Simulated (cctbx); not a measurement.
**Lattice, Laue class and space group of a new crystal**

Cell: a = 4.6200 Å, b = 2.8030 Å, c = 4.7070 Å, α = 90.00°, β = 96.99°, γ = 90.00°. Expected content of the cell: Rh2 Si2 H4.

The data are simulated with cctbx, not measured: synchrotron X-rays, λ = 0.4959 Å, to d = 0.7 Å, 70 % of the full sphere, strongest reflection 70000 counts, noise from counting, a 4 % proportional error and a noise floor of 2 counts (s.d.); no absorption.

Tests on the unmerged data give:

```text
503 reflections to d = 0.701 A
centring   violations  <I/sigma> of those
    A        237 of   250     19.5
    B        241 of   247     19.6
    C        232 of   245     19.3
    I        240 of   245     20.7
    R        311 of   323     20.6
    F        355 of   371     19.5
Laue class    unique    Rint  (classes that these axes allow; Friedel mates merged)
P -1              332   0.024
P 1 2/m 1         210   0.029
space group    extra absences  I>4sigma  <I/sigma>
P 1 2 1                 0          0         -  acentric
P 1 m 1                 0          0         -  acentric
P 1 2/m 1               0          0         -  centric
Wilson B = 1.72 A^2   <|E^2-1|> = 0.618 (0.968 centric, 0.736 acentric)   E^2>4: 0.0 %
shell (A)         n   <I/sigma>
 4.67 - 1.39     28     30.4
 1.39 - 1.11     29     27.7
 1.11 - 0.97     28     29.7
 0.97 - 0.88     25     25.2
 0.88 - 0.82     28     30.6
 0.82 - 0.77     21     30.0
 0.77 - 0.73     27     22.5
 0.73 - 0.70     24     29.1
```

Q: Read the symmetry from these tables.

Every centring test has many violations, so the lattice is primitive.

Rint stays low (0.024 to 0.029) up to P 1 2/m 1, the highest class in these axes.

3 settings pass the absence test. No glide or screw absences show, which leaves P 1 2 1, P 1 m 1 and P 1 2/m 1.

⟨|E²−1|⟩ = 0.618 leans to a non-centrosymmetric structure, or to twinning, which lowers it. Here that hint misleads: the statistic assumes many like atoms on general positions, and few, heavy or special-position atoms break it. The Wilson B of 1.72 Å² means U ≈ 0.0218 Å².

The true group is P2/m (no. 10), Laue class 2/m, centrosymmetric. The tables only narrow the choice to the tied entries; cell content, site symmetry and trial solutions must settle it.

This is a model crystal, built by substitution and not relaxed, with assumed displacement parameters.

[Logs are printed without paths, hosts, clocks, repeated set-up lines and the standing remarks that a program may print on its own settings, such as how far it seeks lower states.]
